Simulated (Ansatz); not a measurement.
# linear Al chain: period, moment and channels by functional, part 2 of 4

Aim: how far do the period, the moment and the conductance of the linear Al chain depend on the functional, the datasets and spin-orbit coupling, and at what cost?

Ansatz 0.2.0; DFT PBE, plane waves, PAW; relaxation of a chain's period (the session's first sound run).

So far. Step 2 (Relaxing the period, level PBE, cutoff 420 eV): The cell's length comes to 2.415 Å with no moment.

## Step 3: The wire at its relaxed period, level PBE, cutoff 420 eV

This step: DFT PBE, plane waves, PAW; channels and complex bands of a perfect chain (Ansatz 0.2.0).

At the relaxed period the Bloch states of the perfect chain are found at each energy: those that move forward count the open channels, and those that decay describe how a disturbance dies away inside the wire itself. An energy step of 0.035 eV is under the 0.039 eV that the program asks for its thermal average at 300 K.

input.yaml

```yaml
crystal:
  lattice:
    - [7.5, 0.0, 0.0]
    - [0.0, 7.5, 0.0]
    - [0.0, 0.0, 2.4151928494]
  atoms:
    - { symbol: Al, position: [0.5, 0.5, 0.0] }
kpoints:
  mp_grid: { grid: [1, 1, 34] }
  band_path: { path: ["Γ", Z], npoints: 60 }
scf:
  occupations: { method: fermi_dirac, width: 0.05 }
hamiltonian:
  xc: pbe
output:
  transmission:
    e_range: [-2, 2]
    de: 0.035
    kmesh: [1, 1]
    reduced_basis: true
    leads: [[0, 0]]
  dos: { projected: true, e_range: [-6, 4] }
  write_potential: true
  write_density: true
  volumetric_format: npy
  elf: true
```

Command:

```bash
$ ansatz run input.yaml --threads 4 --pin off --max-ram 8192MiB --backend cpu --events-out ev --progress --plain --runs-dir out
```

Numbers of over 12 decimals in the logs are rounded to 6 here.

Output:

```text
[...]
Crystal: 1 atoms, lattice volume = 135.855 Å³
Basis set: ecut = 420 eV, 2633 PW (Γ)
Bands: 6, of which v1, the nominal top of the filled ones, is band 2 counted from 1 (1 counted from 0)
Symmetry: 16 space group operations
[...]
k-points: 18 of 34
[...]
SCF iter   1: F=—  HF=-535.565874 eV  |F-HF|=—  |Δ(HF+E_count)|=         —  Δρ=2.06e-3  dr2=6.69e-3  ethr=1.77e-3  ⟨swp⟩=7.1  Hψ=1223  notcnv=0
[...]
SCF iter   6: F=-535.567331 eV  HF=-535.567331 eV  |F-HF|=4.07e-10  |Δ(HF+E_count)|=   7.81e-9  Δρ=4.52e-7  dr2=5.73e-10  ethr=4.36e-10  ⟨swp⟩=2.4  Hψ=384  notcnv=0
SCF 1 converged in 6 iterations: F = -535.567331 eV  dr2 = 5.73e-10
[...]
NSCF: frozen V_eff on 61 k-points
transmission: 3 of 18 steps passed
transmission: 6 of 18 steps passed
[...]
transmission: 18 of 18 steps passed
WARN: The output density's exchange-correlation potential varies sharply where the density is thin. Do not read a vacuum level from v_tot or v_xc, or from such a field of the output density. On a cell that repeats whose density bears no net charge and no dipole along the vacuum's axis use v_es (v_loc + v_h of the components); under efield.dipole_correction with no amplitude use v_es + v_field, which holds any externa [...]
SCF converged after 6 iterations
Free energy (F): -535.567331 eV
[...]
Internal energy: -535.556179 eV  (E = F + TS)
E sigma→0 (E₀):  -535.561755 eV
Entropy (-TS):   -0.011152 eV (-11.152 meV/atom)
Fermi energy:    -2.520594 eV
[...]
--- Band table (eV; the first three rows and the last of 18) ---
[...]
--- Transmission ---
  basis      : 497 plane waves across, 3 finite elements along
  points     : 1, standing for a mesh of 1 x 1
  filling    : by the input's occupations and mesh, since the crystals that have channels conduct as metals do. If one of these is a semiconductor, that mesh has misplaced its level
  energies   : 115 from -2.000000 to 1.990000 eV about the Fermi level, 0.035000 eV apart; the leads are filled to 0.000000 eV, and channels, transmission and decay are at -0.005000 eV
  crystal 0  : Al1, at the sites [0, 0], period 2.4152 Å: whole cells are its period
    offset         : up to 0.0000 Å between an atom of the period and one for which it stands
    filled         : 2.4 meV over the level at which it is neutral
    channels       : 2.000000e0 a spin
    conductance    : 2.7549e14 S/m² at 300 K; may be off by some 0.0 % by where its bands' edges are placed, 0.0 % from the distance to neutral
```

The job ended after 4.9 s (4 threads of Arm Neoverse V2, shared host; peak memory 0.37 GiB; 16 s of CPU time).

Numbers from this step:

```yaml
channels_at_the_energy_nearest_the_fermi_level_one_spin: 2
conductance_of_the_lead_as_this_run_defines_it: 2.000 G₀
band_gap: 0 eV
```

The open channels of the lead, one spin by energy, zero at the Fermi level:

| energy (eV) | open channels of the lead, one spin |
| --- | --- |
| -2.00 | 1 |
| -1.90 | 1 |
| -1.79 | 1 |
| -1.69 | 1 |
| -1.58 | 1 |
| -1.48 | 1 |
| -1.37 | 1 |
| -1.23 | 0 |
| -1.12 | 0 |
| -1.02 | 0 |
| -0.92 | 0 |
| -0.81 | 0 |
| -0.70 | 0 |
| -0.60 | 0 |
| -0.49 | 0 |
| -0.39 | 0 |
| -0.28 | 2 |
| -0.18 | 2 |
| -0.07 | 2 |
| -0.01 | 2 |
| 0.07 | 2 |
| 0.17 | 2 |
| 0.28 | 2 |
| 0.38 | 2 |
| 0.48 | 2 |
| 0.59 | 2 |
| 0.69 | 2 |
| 0.80 | 3 |
| 0.91 | 3 |
| 1.01 | 3 |
| 1.11 | 3 |
| 1.22 | 3 |
| 1.36 | 3 |
| 1.47 | 3 |
| 1.57 | 3 |
| 1.68 | 3 |
| 1.78 | 3 |
| 1.89 | 3 |
| 1.99 | 3 |

The slowest values at each energy, most degenerate partners merged, listed up to 1.5 1/Å. Table of Im kz of the slowest decaying states by energy, zero at the Fermi level:

| energy (eV) | decay 1 (Å⁻¹) | decay 2 (Å⁻¹) | decay 3 (Å⁻¹) | decay 4 (Å⁻¹) |
| --- | --- | --- | --- | --- |
| -2.0000 | 0.676 | 1.12 | 1.25 | 1.37 |
| -1.7550 | 0.622 | 1.09 | 1.23 | 1.35 |
| -1.5100 | 0.564 | 1.06 | 1.20 | 1.33 |
| -1.2650 | 0.0266 | 0.499 | 1.03 | 1.17 |
| -0.9850 | 0.0845 | 0.413 | 0.996 | 1.14 |
| -0.7400 | 0.104 | 0.319 | 0.964 | 1.11 |
| -0.4950 | 0.114 | 0.181 | 0.930 | 1.08 |
| -0.2500 | 0.116 | 0.894 | 1.05 | 1.20 |
| -0.0050 | 0.112 | 0.858 | 1.02 | 1.17 |
| 0.2400 | 0.100 | 0.819 | 0.992 | 1.14 |
| 0.4850 | 0.0794 | 0.779 | 0.959 | 1.11 |
| 0.7650 | 0.0190 | 0.730 | 0.919 | 1.08 |
| 1.0100 | 0.684 | 0.884 | 1.05 | 1.17 |
| 1.2550 | 0.635 | 0.846 | 1.02 | 1.14 |
| 1.5000 | 0.582 | 0.807 | 0.984 | 1.11 |
| 1.7450 | 0.523 | 0.766 | 0.951 | 1.08 |

The electronic bands at the labelled points (eV, zero at the Fermi level):

| point | band 1 | band 2 | band 3 | band 4 | band 5 |
| --- | --- | --- | --- | --- | --- |
| Γ | -6.40 | -0.38 | -0.38 | 2.76 | 3.98 |
| halfway | -4.86 | 1.12 | 1.12 | 4.21 | 5.58 |
| Z | -1.29 | 0.78 | 5.29 | 5.29 | 6.00 |

The electronic bands as a text plot (rows in eV, shown from -6.4 to 5.2 only):

```
    4.9 |                  ******                            ***
    4.4 |           *******          ********             ***
    4.0 |***********           ******        ***       ***
    3.5 |               *******                 **  ***
    3.0 |***************                          **
    2.5 |                                     ****  **
    2.0 |                                  ***        ***
    1.6 |                             *****              ***
    1.1 |                         ****                      ****
    0.6 |                   ******                              *
    0.1 |            *******
   -0.4 |************
   -0.9 |
   -1.3 |                                                    ****
   -1.8 |                                                ****
   -2.3 |                                             ***
   -2.8 |                                          ***
   -3.3 |                                       ***
   -3.8 |                                   ****
   -4.2 |                               ****
   -4.7 |                            ***
   -5.2 |                      ******
   -5.7 |               *******
   -6.2 |***************
         Γ                                                      Z
```

ELF in the ca plane at fractional y = 0.500, with atoms of Al within 0.2 Å of it. It is the smooth field of the valence electrons, not physical close to the nuclei.

Values, 24 rows by 13 columns, each cell a mean:
```
0.00 0.00 0.00 0.00 0.00 0.00 0.00 0.00 0.00 0.00 0.00 0.00 0.00
0.01 0.01 0.01 0.01 0.01 0.01 0.01 0.01 0.01 0.01 0.01 0.01 0.01
0.07 0.07 0.07 0.07 0.08 0.09 0.09 0.09 0.09 0.08 0.07 0.07 0.07
0.15 0.15 0.16 0.17 0.18 0.19 0.20 0.20 0.19 0.18 0.17 0.16 0.15
0.26 0.26 0.27 0.29 0.30 0.32 0.33 0.33 0.32 0.30 0.29 0.27 0.26
0.40 0.40 0.42 0.44 0.46 0.48 0.50 0.50 0.48 0.46 0.44 0.42 0.40
0.52 0.53 0.55 0.58 0.60 0.63 0.64 0.64 0.63 0.60 0.58 0.55 0.53
0.61 0.63 0.66 0.70 0.74 0.77 0.78 0.78 0.77 0.74 0.70 0.66 0.63
0.57 0.61 0.69 0.77 0.82 0.85 0.86 0.86 0.85 0.82 0.77 0.69 0.61
0.27 0.32 0.51 0.74 0.86 0.90 0.91 0.91 0.90 0.86 0.74 0.51 0.32
0.23 0.14 0.12 0.49 0.84 0.92 0.94 0.94 0.92 0.84 0.49 0.12 0.14
0.71 0.53 0.01 0.28 0.78 0.93 0.94 0.94 0.93 0.78 0.28 0.01 0.53
0.42 0.23 0.06 0.39 0.82 0.93 0.94 0.94 0.93 0.82 0.39 0.06 0.23
0.15 0.18 0.35 0.67 0.86 0.91 0.92 0.92 0.91 0.86 0.67 0.35 0.18
0.49 0.54 0.66 0.78 0.84 0.87 0.88 0.88 0.87 0.84 0.78 0.66 0.54
0.62 0.64 0.68 0.73 0.77 0.80 0.81 0.81 0.80 0.77 0.73 0.68 0.64
0.57 0.58 0.60 0.63 0.67 0.69 0.70 0.70 0.69 0.67 0.63 0.60 0.58
0.44 0.44 0.46 0.48 0.51 0.53 0.54 0.54 0.53 0.51 0.48 0.46 0.44
0.31 0.32 0.33 0.35 0.37 0.38 0.40 0.40 0.38 0.37 0.35 0.33 0.32
0.18 0.19 0.20 0.21 0.22 0.23 0.24 0.24 0.23 0.22 0.21 0.20 0.19
0.10 0.10 0.10 0.11 0.12 0.12 0.12 0.12 0.12 0.12 0.11 0.10 0.10
0.02 0.02 0.03 0.03 0.03 0.03 0.03 0.03 0.03 0.03 0.03 0.03 0.02
0.00 0.00 0.00 0.00 0.00 0.00 0.00 0.00 0.00 0.00 0.00 0.00 0.00
0.00 0.00 0.00 0.00 0.00 0.00 0.00 0.00 0.00 0.00 0.00 0.00 0.00
```
Columns run along c (2.4 Å), rows up along a (7.5 Å). Atoms in or near the plane, at fractional coordinates: Al at (0.00, 0.50).

Valence density in the ca plane at fractional y = 0.500, with atoms of Al within 0.2 Å of it. It is the smooth field of the valence electrons, not physical close to the nuclei.

Values in e/Å³, 24 rows by 13 columns, each cell a mean:
```
0.00 0.00 0.00 0.00 0.00 0.00 0.00 0.00 0.00 0.00 0.00 0.00 0.00
0.00 0.00 0.00 0.00 0.00 0.00 0.00 0.00 0.00 0.00 0.00 0.00 0.00
0.00 0.00 0.00 0.00 0.00 0.00 0.00 0.00 0.00 0.00 0.00 0.00 0.00
0.00 0.00 0.00 0.00 0.00 0.00 0.00 0.00 0.00 0.00 0.00 0.00 0.00
0.01 0.01 0.01 0.01 0.01 0.01 0.01 0.01 0.01 0.01 0.01 0.01 0.01
0.02 0.02 0.02 0.02 0.02 0.02 0.02 0.02 0.02 0.02 0.02 0.02 0.02
0.04 0.04 0.04 0.04 0.04 0.04 0.04 0.04 0.04 0.04 0.04 0.04 0.04
0.09 0.09 0.09 0.09 0.09 0.09 0.08 0.08 0.09 0.09 0.09 0.09 0.09
0.13 0.13 0.14 0.15 0.15 0.15 0.15 0.15 0.15 0.15 0.15 0.14 0.13
0.12 0.13 0.16 0.20 0.23 0.24 0.24 0.24 0.24 0.23 0.20 0.16 0.13
0.08 0.09 0.12 0.19 0.27 0.32 0.34 0.34 0.32 0.27 0.19 0.12 0.09
0.07 0.08 0.10 0.17 0.28 0.36 0.38 0.38 0.36 0.28 0.17 0.10 0.08
0.07 0.08 0.11 0.19 0.28 0.34 0.36 0.36 0.34 0.28 0.19 0.11 0.08
0.11 0.12 0.15 0.20 0.25 0.28 0.28 0.28 0.28 0.25 0.20 0.15 0.12
0.14 0.14 0.16 0.17 0.18 0.18 0.18 0.18 0.18 0.18 0.17 0.16 0.14
0.10 0.11 0.11 0.11 0.11 0.11 0.10 0.10 0.11 0.11 0.11 0.11 0.11
0.06 0.06 0.06 0.06 0.06 0.06 0.06 0.06 0.06 0.06 0.06 0.06 0.06
0.03 0.03 0.03 0.03 0.03 0.03 0.03 0.03 0.03 0.03 0.03 0.03 0.03
0.01 0.01 0.01 0.01 0.01 0.01 0.01 0.01 0.01 0.01 0.01 0.01 0.01
0.01 0.01 0.01 0.01 0.01 0.01 0.01 0.01 0.01 0.01 0.01 0.01 0.01
0.00 0.00 0.00 0.00 0.00 0.00 0.00 0.00 0.00 0.00 0.00 0.00 0.00
0.00 0.00 0.00 0.00 0.00 0.00 0.00 0.00 0.00 0.00 0.00 0.00 0.00
0.00 0.00 0.00 0.00 0.00 0.00 0.00 0.00 0.00 0.00 0.00 0.00 0.00
0.00 0.00 0.00 0.00 0.00 0.00 0.00 0.00 0.00 0.00 0.00 0.00 0.00
```
Columns run along c (2.4 Å), rows up along a (7.5 Å). Atoms in or near the plane, at fractional coordinates: Al at (0.00, 0.50).

Electrostatic potential energy in the ca plane at fractional y = 0.500, with atoms of Al within 0.2 Å of it. With pseudopotentials it is smooth inside the atoms' cores, unlike the true potential.

Ten even steps from '_' (-20 eV) to '@' (2 eV), each cell a mean:
```
@@@@@@@@@@@@@@@@@@@@@@@@@@
@@@@@@@@@@@@@@@@@@@@@@@@@@
@@@@@@@@@@@@@@@@@@@@@@@@@@
@@@@@@@@@@@@@@@@@@@@@@@@@@
@@@@@@@@@@@@@@@@@@@@@@@@@@
@@@@@@@@@@@@@@@@@@@@@@@@@@
%%@@@@@@@@@@@@@@@@@@@@@@@@
######%%%%@@@@@@@@%%%%####
--==++**##%%%%%%%%##**++==
______::==**####**==::____
--::..__..==****==..__..::
**++--____--++++--____--++
====::____--++++--____::==
________--++****++--______
..::--==**##%%%%##**==--::
****####%%%%%%%%%%%%####**
%%%%%%%%@@@@@@@@@@@@%%%%%%
@@@@@@@@@@@@@@@@@@@@@@@@@@
@@@@@@@@@@@@@@@@@@@@@@@@@@
@@@@@@@@@@@@@@@@@@@@@@@@@@
@@@@@@@@@@@@@@@@@@@@@@@@@@
@@@@@@@@@@@@@@@@@@@@@@@@@@
@@@@@@@@@@@@@@@@@@@@@@@@@@
@@@@@@@@@@@@@@@@@@@@@@@@@@
```
Columns run along c (2.4 Å; values clipped at the 3rd and 97th percentile), rows up along a (7.5 Å). Atoms in or near the plane, at fractional coordinates: Al at (0.00, 0.50).

By hand: the program gives 2.7549 × 10^14 S/m² over the cell's cross-section of 56.25 Å² = 5.625 × 10^-19 m², so one cell conducts 1.550 × 10^-4 S. Divided by G0 = 2e²/h = 7.748 × 10^-5 S this is 2.00 G0, a resistance of 6.45 kΩ.

At the computed energy nearest the Fermi level there are 2 channels a spin, and the thermal average gives 2.00 G₀.

## Step 4: Relaxation of atoms and period

This step: DFT LDA, plane waves, PAW; relaxation of a chain's period (Ansatz 0.2.0).

The relaxation is repeated under another functional. LDA has no gradient terms and tends to overbind, so it marks the short end of the likely bond lengths.

input.yaml

```yaml
crystal:
  lattice:
    - [7.5, 0.0, 0.0]
    - [0.0, 7.5, 0.0]
    - [0.0, 0.0, 2.2506]
  atoms:
    - { symbol: Al, position: [0.5, 0.5, 0.0], spin: 0.5 }
magnetization:
  spin_polarized: true
kpoints:
  mp_grid: { grid: [1, 1, 36] }
scf:
  occupations: { method: fermi_dirac, width: 0.05 }
hamiltonian:
  xc: lda
relax:
  cell: { fix: [a, b, alpha, beta, gamma] }
  max_steps: 60
```

Output:

```text
[...]
Crystal: 1 atoms, lattice volume = 126.596 Å³
Basis set: ecut = 420 eV, 2463 PW (Γ)
Bands: 6, of which v1, the nominal top of the filled ones, is band 2 counted from 1 (1 counted from 0)
Symmetry: 16 space group operations
[...]
k-points: 19 of 36
[...]
Starting moments: Σ|m| = 0.5 μB on 1 of 1 site
[...]
0.206547       0.000000       0.000000
        0.000000       0.206547       0.000000
        0.000000       0.000000       0.027572
  P = ⅓ Tr σ = 0.1469 GPa (1.469 kbar)
--- Relaxed structure (4 steps of the walk, 4 accepted, 1 SCFs on fresh bases) ---
[...]
cell:  # Å, volume = 134.4121 Å³
    - [7.5, 0.0, 0.0]
    - [0.0, 7.5, 0.0]
    - [0.0, 0.0, 2.389548]
  atoms:
    - { symbol: Al, position: [0.5, 0.5, 0.0] }
[key lines of the parts left out:]
SCF converged after 4 iterations
Magnetization: -0.0000 μB (1.5000 up, 1.5000 down)
Free energy (F): -510.699907 eV
Fermi energy:    -2.656019 eV
```

It took 2.7 s on 4 threads; peak memory 0.31 GiB.

The steps of the relaxation:

| step | energy less that of the first step (eV) | largest force component (eV/Å) | pressure (GPa) | volume (Å³) |
| --- | --- | --- | --- | --- |
| 1 | 0.0000 | 0.0000 | 1.74 | 126.60 |
| 2 | -0.0920 | 0.0000 | 0.69 | 131.26 |
| 3 | -0.1071 | 0.0000 | 0.25 | 133.74 |
| 4 | -0.1077 | 0.0000 | 0.14 | 134.41 |
| 5* | -0.1088 | 0.0000 | 0.15 | 134.41 |

Relaxation steps marked * repeat the geometry before them on a plane-wave basis chosen anew for their cell, so energy and pressure can jump there.

| cell as run | before | after | change |
| --- | --- | --- | --- |
| c (Å) | 2.251 | 2.390 | +6.2 % |

The relaxed structure:

```xyz
1
Lattice="7.5000 0.0000 0.0000 0.0000 7.5000 0.0000 0.0000 0.0000 2.3895" Properties=species:S:1:pos:R:3
Al    3.7500    3.7500    0.0000
```

The cell's length comes to 2.390 Å, -1.1 % against the first run, with no moment.

The cell grew by 6.2 % in its periodic edges.

## Step 5: The wire at its relaxed period, level LDA, cutoff 420 eV

This step: DFT LDA, plane waves, PAW; channels and complex bands of a perfect chain (Ansatz 0.2.0).

The channels are counted again under LDA, at the period that it gave.

input.yaml

```yaml
crystal:
  lattice:
    - [7.5, 0.0, 0.0]
    - [0.0, 7.5, 0.0]
    - [0.0, 0.0, 2.3895479575]
  atoms:
    - { symbol: Al, position: [0.5, 0.5, 0.0] }
kpoints:
  mp_grid: { grid: [1, 1, 34] }
  band_path: { path: ["Γ", Z], npoints: 60 }
scf:
  occupations: { method: fermi_dirac, width: 0.05 }
hamiltonian:
  xc: lda
output:
  transmission:
    e_range: [-2, 2]
    de: 0.035
    kmesh: [1, 1]
    reduced_basis: true
    leads: [[0, 0]]
  dos: { projected: true, e_range: [-6, 4] }
```

Output:

```text
[...]
Crystal: 1 atoms, lattice volume = 134.412 Å³
Basis set: ecut = 420 eV, 2615 PW (Γ)
Bands: 6, of which v1, the nominal top of the filled ones, is band 2 counted from 1 (1 counted from 0)
Symmetry: 16 space group operations
[...]
k-points: 18 of 34
[...]
Fermi energy:    -2.659730 eV
[...]
--- Band table (eV; the first three rows and the last of 18) ---
[...]
--- Transmission ---
  basis      : 497 plane waves across, 3 finite elements along
  points     : 1, standing for a mesh of 1 x 1
[...]
crystal 0  : Al1, at the sites [0, 0], period 2.3895 Å: whole cells are its period
[...]
filled         : 2.0 meV over the level at which it is neutral
    channels       : 2.000000e0 a spin
[...]
[key lines of the parts left out:]
SCF converged after 6 iterations
Free energy (F): -510.699922 eV
```

Elapsed: 4.8 s, on 4 threads; peak memory 0.37 GiB; 15 s of CPU time.

Open channels of the lead, one spin against energy, zero at the Fermi level:

| energy (eV) | open channels of the lead, one spin |
| --- | --- |
| -2.00 | 1 |
| -1.90 | 1 |
| -1.79 | 1 |
| -1.69 | 1 |
| -1.58 | 1 |
| -1.48 | 1 |
| -1.37 | 1 |
| -1.23 | 0 |
| -1.12 | 0 |
| -1.02 | 0 |
| -0.92 | 0 |
| -0.81 | 0 |
| -0.70 | 0 |
| -0.60 | 0 |
| -0.49 | 0 |
| -0.39 | 0 |
| -0.28 | 2 |
| -0.18 | 2 |
| -0.07 | 2 |
| -0.01 | 2 |
| 0.07 | 2 |
| 0.17 | 2 |
| 0.28 | 2 |
| 0.38 | 2 |
| 0.48 | 2 |
| 0.59 | 2 |
| 0.69 | 2 |
| 0.80 | 2 |
| 0.91 | 3 |
| 1.01 | 3 |
| 1.11 | 3 |
| 1.22 | 3 |
| 1.36 | 3 |
| 1.47 | 3 |
| 1.57 | 3 |
| 1.68 | 3 |
| 1.78 | 3 |
| 1.89 | 3 |
| 1.99 | 3 |

At the computed energy nearest the Fermi level there are 2 channels a spin, and the thermal average gives 2.00 G₀.

## Step 6: Relaxation of atoms and period, cutoff 500 eV

This step: DFT r2SCAN, plane waves, PAW; relaxation of a chain's period (Ansatz 0.2.0).

The relaxation is repeated under another functional. r2SCAN also reads the kinetic-energy density; it often gives larger moments and wider gaps than PBE, at a higher cost. Against the first PBE run of this kind, the cutoff is 500 eV against 420.

input.yaml

```yaml
crystal:
  lattice:
    - [7.5, 0.0, 0.0]
    - [0.0, 7.5, 0.0]
    - [0.0, 0.0, 2.2506]
  atoms:
    - { symbol: Al, position: [0.5, 0.5, 0.0], spin: 0.5 }
magnetization:
  spin_polarized: true
kpoints:
  mp_grid: { grid: [1, 1, 36] }
scf:
  occupations: { method: fermi_dirac, width: 0.05 }
hamiltonian:
  xc: r2scan
relax:
  cell: { fix: [a, b, alpha, beta, gamma] }
  max_steps: 60
```

Output:

```text
[...]
Crystal: 1 atoms, lattice volume = 126.596 Å³
Basis set: ecut = 500 eV, 3185 PW (Γ), exchange–correlation on 240×240×72 points (64 copies of the dense FFT grid, shifted against one another)
Bands: 6, of which v1, the nominal top of the filled ones, is band 2 counted from 1 (1 counted from 0)
Symmetry: 16 space group operations
[...]
0.189061       0.000000       0.000000
        0.000000       0.189061       0.000000
        0.000000       0.000000       0.003639
  P = ⅓ Tr σ = 0.1273 GPa (1.273 kbar)
--- Relaxed structure (4 steps of the walk, 4 accepted, 1 SCFs on fresh bases) ---
[...]
cell:  # Å, volume = 135.3083 Å³
    - [7.5, 0.0, 0.0]
    - [0.0, 7.5, 0.0]
    - [0.0, 0.0, 2.405481]
  atoms:
    - { symbol: Al, position: [0.5, 0.5, 0.0] }
[key lines of the parts left out:]
SCF converged after 7 iterations
Magnetization: -0.0000 μB (1.5000 up, 1.5000 down)
Free energy (F): -538.340520 eV
Fermi energy:    -2.614324 eV
```

Elapsed: 15 s, on 4 threads; peak memory 0.63 GiB; 55 s of CPU time.

Relaxation path:

| step | energy less that of the first step (eV) | largest force component (eV/Å) | pressure (GPa) | volume (Å³) |
| --- | --- | --- | --- | --- |
| 1 | 0.0000 | 0.0000 | 2.01 | 126.60 |
| 2 | -0.1228 | 0.0000 | 0.72 | 132.06 |
| 3 | -0.1393 | 0.0000 | 0.25 | 134.56 |
| 4 | -0.1402 | 0.0000 | 0.13 | 135.31 |
| 5* | -0.1402 | 0.0000 | 0.13 | 135.31 |

Relaxation steps marked * repeat the geometry before them on a plane-wave basis chosen anew for their cell, so energy and pressure can jump there.

| cell as run | before | after | change |
| --- | --- | --- | --- |
| c (Å) | 2.251 | 2.405 | +6.9 % |

The relaxed structure:

```cif
data_structure
_symmetry_space_group_name_H-M 'P 1'
_symmetry_Int_Tables_number 1
_cell_length_a 7.5000
_cell_length_b 7.5000
_cell_length_c 2.4055
_cell_angle_alpha 90.000
_cell_angle_beta 90.000
_cell_angle_gamma 90.000
_cell_volume 135.31
loop_
_atom_site_label
_atom_site_type_symbol
_atom_site_fract_x
_atom_site_fract_y
_atom_site_fract_z
_atom_site_occupancy
Al1 Al 0.50000 0.50000 0.00000 1
```

The cell's length comes to 2.405 Å, -0.4 % against the first run, with no moment.

The cell grew by 6.9 % in its periodic edges.

(Continued in part 3 of 4.)

[Logs are printed without paths, hosts, clocks, repeated set-up lines and the standing remarks that a program may print on its own settings, such as how far it seeks lower states.]

[Hosts, paths, dates, database ids (printed as entryN), source tags and the programs' standing remarks are cut or masked in the printed files.]
